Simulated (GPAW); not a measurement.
# Core-hole calculation of the N K edge in wurtzite (GaN)₁₋ₓ(AlN)ₓ at x = 0.125, part 3 of 3

What does the N K edge look like in wurtzite (GaN)₁₋ₓ(AlN)ₓ at x = 0.125?

GPAW 26.7.0; X-ray absorption from dipole matrix elements to empty bands, plane-wave PAW LDA.

So far. Step 5 (Spectrum with XCH, N atom 2): Main maxima below 24 eV (height): 5.1 eV (3.16) and 22.1 eV (1.00). A K edge sees empty p states on the absorber. Step 5 (Spectrum with XCH, N atom 2): The total-energy difference is 403.01 eV. One term is added: -7.76 eV, since the hole is spin-paired here and a spin-polarised one costs that much less in the free atom (computed apart). The photon energy is then 395.25 eV.

### Step 7. Spectrum with XCH, Ga atom 1

The holes are 5.2 Å apart. The excited electron is kept in the cell, where it fills the lowest empty states and screens the hole. After the field has converged, empty bands are computed with the density fixed and the dipole matrix elements are summed.

The absorber has 3 N at 1.94 Å and 1 N at 1.95 Å (tetrahedral).

The input, xas.py:

```python
import numpy as np
from ase import Atoms
from ase.parallel import parprint, paropen
from gpaw import GPAW, PW, FermiDirac, Mixer, MixerDif, setup_paths
from gpaw.test import gen
setup_paths.insert(0, '.')
gen('Ga', name='fch1s', xcname='LDA', corehole=(1, 0, 1), write_xml=True)
from gpaw.mpi import world
world.barrier()

atoms = Atoms('GaNGaNGaNGaNGaNAlNGaNGaN',
    cell=[[6.35875, 0, 0],
     [0, 5.506839, 0],
     [0, 0, 5.159625]],
    scaled_positions=[[0.0011204, 0.9997069, 0.0006382],
     [0.0002987, 0.3344694, 0.1219291],
     [0.0002866, 0.3344853, 0.5013448],
     [0.0010626, 0.9985406, 0.622153],
     [0.2526227, 0.4986147, 0.0005856],
     [0.2519064, 0.8327873, 0.1221638],
     [0.2531845, 0.832408, 0.5011163],
     [0.2580979, 0.4948716, 0.6205813],
     [0.5009042, 0.0029665, 0.9998625],
     [0.5006753, 0.3330739, 0.1366276],
     [0.5004069, 0.3329468, 0.5009653],
     [0.5009478, 0.0106997, 0.6206339],
     [0.748242, 0.4989437, 0.9998041],
     [0.750169, 0.8329902, 0.12162],
     [0.748819, 0.832909, 0.5004694],
     [0.7423728, 0.495402, 0.6199988]],
    pbc=True)
atoms.calc = calc = GPAW(legacy_gpaw=True, mode=PW(500, force_complex_dtype=True), xc='LDA', setups={0: 'fch1s'},
    kpts={'size': (3, 3, 3), 'gamma': True}, occupations=FermiDirac(0.04),
    charge=-1, mixer=Mixer(0.1, 5, 50), maxiter=150,
    convergence={'density': 0.0001, 'eigenstates': 1e-6}, txt='scf.txt')
energy = atoms.get_potential_energy() + calc.get_reference_energy()
ef = calc.get_fermi_level()
out = dict(energy=energy, fermi=ef, forces=atoms.get_forces().tolist())
parprint(f'all-electron energy {energy:.4f} eV, Fermi level {ef:.4f} eV')
ev = np.array([[calc.get_eigenvalues(k, s) for k in range(len(calc.get_ibz_k_points()))] for s in range(calc.get_number_of_spins())])
out['homo'], out['lumo'], out['counts'] = ev[ev < ef].max(), ev[ev > ef].min(), sorted(set((ev < ef).sum((0, 2)).tolist()))
out['filled'] = (ev[:, 0] < ef).sum(1).tolist()

from ase.units import Ha
from gpaw.xas import dipole_matrix_elements
nb = int(calc.get_number_of_electrons() / 2) + 94
top, nb = nb, nb + 8 + nb // 12
nscf = calc.fixed_density(kpts={'size': (4, 4, 5), 'gamma': True}, nbands=nb,
    convergence={'bands': top, 'eigenstates': 5e-3}, maxiter=60, txt='nscf.txt')
cell = atoms.cell.array
ops = [cell.T @ U.T @ np.linalg.inv(cell.T) for U in nscf.wfs.kd.symmetry.op_scc]
filled = [32]  # bands filled in the ground state, by spin
E = np.arange(-6, 30, 0.1)
fwhm = np.interp(E, [4, 25], [1.82, 3.5])
Y, X, zero, highest = 0, 0, 1e9, 1e9
for spin in range(nscf.get_number_of_spins()):
    wfs = nscf.wfs
    mine = wfs.bd.get_slice()  # this rank's bands
    A = dipole_matrix_elements(wfs.setups[0])
    eps = np.zeros((wfs.kd.nibzkpts, nb))
    d = np.zeros((3, A.shape[1], wfs.kd.nibzkpts, nb), complex)
    for kpt in wfs.kpt_u:
        if kpt.s == spin and 0 in kpt.P_ani:
            eps[kpt.k, mine] = kpt.eps_n * Ha
            d[:, :, kpt.k, mine] = (kpt.weight * wfs.nspins / 2) ** 0.5 * np.inner(A, kpt.P_ani[0])
    world.sum(eps)
    world.sum(d)
    T = np.einsum('amkn,bmkn->abkn', d, d.conj()).real
    T = sum(np.einsum('ai,ijkn,bj->abkn', R, T, R) for R in ops) / len(ops)
    empty = np.ones_like(eps, bool) & (np.arange(nb) >= filled[spin])
    zero, highest = min(zero, eps[empty].min()), min(highest, eps[:, top - 1].min())
    lines = [(eps, T, empty)] if spin == 0 else lines + [(eps, T, empty)]
for eps, T, empty in lines:
    f = np.einsum('aakn->akn', T).reshape(3, -1)
    x = eps.ravel() - zero
    w = np.interp(x, E, fwhm) / 2.35482
    g = np.exp(-0.5 * ((E[:, None] - x) / w) ** 2) / (w * (2 * np.pi) ** 0.5)
    Y = Y + (f * empty.ravel()) @ g.T
    X = X + (f * ~empty.ravel()) @ g.T
out.update(E=E.round(2).tolist(), xas=Y.tolist(), xes=X.tolist(), zero=zero, valid=highest - zero, nk=len(eps), nb=nb)
for i in range(0, len(E), 10):
    parprint(f'{E[i]:7.2f}', *(f'{v:10.3e}' for v in Y[:, i]))
import json
with paropen('out.json', 'w') as f:
    json.dump(out, f)
```

On the command line:

```
> OMP_NUM_THREADS=1 mpirun -n 4 gpaw python xas.py
```

Numbers of over 12 decimals in the logs are rounded to 6 here.

Log:

```text
Input parameters:
  charge: -1
  convergence: {density: 0.0001,
                eigenstates: 1e-06}
  kpts: {gamma: True,
         size: (3, 3, 3)}
  maxiter: 150
  mixer: {backend: pulay,
          beta: 0.1,
          method: separate,
          nmaxold: 5,
          weight: 50}
  mode: {ecut: 500.0,
         force_complex_dtype: True,
         name: pw}
  occupations: {fixmagmom: False,
[...]
*p    :     0.576803
*d    :     0.000000
--------------------------------

Diagonalizing with gridspacing h=0.050

state   all-electron     PAW
-------------------------------
4s:      -0.729245    -0.729478
4p:      -0.423197    -0.423398
*d:                   -0.111370
*f:                   -0.021469
-------------------------------
all-electron energy -377727.9204 eV, Fermi level 10.0976 eV
[...]
28.00  1.267e-07  1.310e-07  1.275e-07
  29.00  1.201e-07  1.243e-07  9.817e-08
[key lines of the parts left out:]
Converged after 17 iterations.
Dipole moment: (-0.862831, 1.547780, -5.848707) |e|*Ang
Free energy:   -115.684448
Fermi level: 10.09758
```

Wall time 2.6 min (4 MPI ranks of Arm Neoverse V1, shared host); peak memory 0.48 GiB; 10 min of CPU time.

The Ga K spectrum, Ga atom 1, excited-electron core hole (neutral cell) (energy from the bottom of the conduction band, which holds the excited electron; intensity scaled to a mean of 1 over the first 20 eV):

| E (eV) | isotropic | ε ∥ x | ε ∥ y | ε ∥ z |
| --- | --- | --- | --- | --- |
| -2.0 | 0.00 | 0.00 | 0.00 | 0.00 |
| -1.5 | 0.00 | 0.00 | 0.00 | 0.00 |
| -1.0 | 0.00 | 0.00 | 0.00 | 0.00 |
| -0.5 | 0.00 | 0.00 | 0.00 | 0.00 |
| 0.0 | 0.01 | 0.01 | 0.01 | 0.01 |
| 0.5 | 0.03 | 0.03 | 0.03 | 0.03 |
| 1.0 | 0.10 | 0.10 | 0.11 | 0.10 |
| 1.5 | 0.27 | 0.27 | 0.28 | 0.26 |
| 2.0 | 0.55 | 0.56 | 0.57 | 0.52 |
| 2.5 | 0.86 | 0.88 | 0.88 | 0.82 |
| 3.0 | 1.07 | 1.07 | 1.08 | 1.06 |
| 3.5 | 1.10 | 1.07 | 1.08 | 1.14 |
| 4.0 | 1.04 | 0.97 | 0.98 | 1.16 |
| 4.5 | 1.01 | 0.89 | 0.89 | 1.25 |
| 5.0 | 1.09 | 0.92 | 0.90 | 1.46 |
| 5.5 | 1.27 | 1.05 | 1.03 | 1.72 |
| 6.0 | 1.49 | 1.27 | 1.25 | 1.95 |
| 6.5 | 1.74 | 1.58 | 1.58 | 2.06 |
| 7.0 | 1.97 | 1.95 | 1.99 | 1.98 |
| 7.5 | 2.07 | 2.23 | 2.31 | 1.66 |
| 8.0 | 1.98 | 2.30 | 2.38 | 1.26 |
| 8.5 | 1.73 | 2.11 | 2.17 | 0.92 |
| 9.0 | 1.45 | 1.79 | 1.80 | 0.74 |
| 9.5 | 1.22 | 1.47 | 1.45 | 0.75 |
| 10.0 | 1.10 | 1.23 | 1.18 | 0.88 |
| 10.5 | 1.04 | 1.06 | 1.01 | 1.05 |
| 11.0 | 1.01 | 0.95 | 0.90 | 1.18 |
| 11.5 | 0.95 | 0.85 | 0.80 | 1.19 |
| 12.0 | 0.86 | 0.75 | 0.70 | 1.11 |
| 12.5 | 0.74 | 0.65 | 0.61 | 0.97 |
| 13.0 | 0.65 | 0.57 | 0.54 | 0.83 |
| 13.5 | 0.59 | 0.52 | 0.50 | 0.73 |
| 14.0 | 0.57 | 0.50 | 0.51 | 0.70 |
| 14.5 | 0.60 | 0.52 | 0.54 | 0.73 |
| 15.0 | 0.65 | 0.57 | 0.60 | 0.79 |
| 15.5 | 0.73 | 0.64 | 0.67 | 0.87 |
| 16.0 | 0.80 | 0.71 | 0.74 | 0.96 |
| 16.5 | 0.87 | 0.77 | 0.81 | 1.03 |
| 17.0 | 0.94 | 0.84 | 0.87 | 1.10 |
| 17.5 | 1.00 | 0.92 | 0.94 | 1.13 |
| 18.0 | 1.04 | 0.99 | 1.02 | 1.12 |
| 18.5 | 1.06 | 1.05 | 1.08 | 1.06 |
| 19.0 | 1.06 | 1.09 | 1.11 | 0.97 |
| 19.5 | 1.02 | 1.09 | 1.10 | 0.87 |
| 20.0 | 0.98 | 1.08 | 1.07 | 0.78 |
| 20.5 | 0.93 | 1.05 | 1.03 | 0.72 |
| 21.0 | 0.89 | 1.01 | 0.98 | 0.69 |
| 21.5 | 0.86 | 0.97 | 0.93 | 0.68 |
| 22.0 | 0.82 | 0.92 | 0.88 | 0.66 |
| 22.5 | 0.78 | 0.87 | 0.83 | 0.66 |
| 23.0 | 0.75 | 0.82 | 0.78 | 0.66 |
| 23.5 | 0.74 | 0.77 | 0.75 | 0.70 |
| 24.0 | 0.73 | 0.73 | 0.72 | 0.75 |
| 24.5 | 0.74 | 0.70 | 0.71 | 0.82 |
| 25.0 | 0.76 | 0.69 | 0.71 | 0.89 |

Main maxima below 24 eV (height): 3.4 eV (1.11), 7.6 eV (2.07) and 18.6 eV (1.06). 

The energy difference (zero at 10382 eV) isn't read as a photon energy: for so heavy an absorber the terms left out (the hole's spin, the functional's error) amount to tens of eV or more.

### Step 8. Results

| Property | Result |
| --- | --- |
| absorber and edge | N K, atom 2 of the ground-state input (counted from 1) |
| surroundings | 3 Ga at 1.95 Å and 1 Ga at 1.96 Å (tetrahedral) |
| highest intensity below 16 eV | 5.1 eV above the zero, height 3.16 |
| photon energy of the zero, with the added terms | 395.3 eV (raw 403.0 eV; LDA puts this hole about 4 eV below PBE, itself good to a few eV) |

**Reading.** The N K edge of atom 2, with 3 Ga at 1.95 Å and 1 Ga at 1.96 Å (tetrahedral), has its highest intensity of the first 16 eV at 5.1 eV above the zero, near 400 eV in photon energy (LDA puts this hole about 4 eV below PBE, itself good to a few eV), 3.2 times the mean level of the first 20 eV (Gaussian full width 0.9 eV up to 4 eV, rising linearly to 3.5 eV at 25 eV). At the N K edge of atom 2 polarisation matters most near 4.9 eV, where the curves differ by 1.3 on this scale. The holes are only 5.2 Å apart, so the shape is probably not converged with cell size; no larger cell was run here. The mesh is coarse (0.29 Å⁻¹ between points), so small maxima may be mesh ripples.

[Banner, clock and machine lines of the logs are left out without a mark of their own.]

[Logs are printed without paths, hosts, clocks, repeated set-up lines and the standing remarks that a program may print on its own settings, such as how far it seeks lower states.]

[Hosts, paths, dates, database ids (printed as entryN), source tags and the programs' standing remarks are cut or masked in the printed files.]

[Lists of maxima count a maximum above −3 eV only where it reaches 4 % of the highest in the window and stands out from its surroundings by 2 % of it (1.5 % where it reaches 55 %); shoulders and weaker maxima are passed over, and of the rest the first, up to two pre-edge ones and the few strongest are named.]
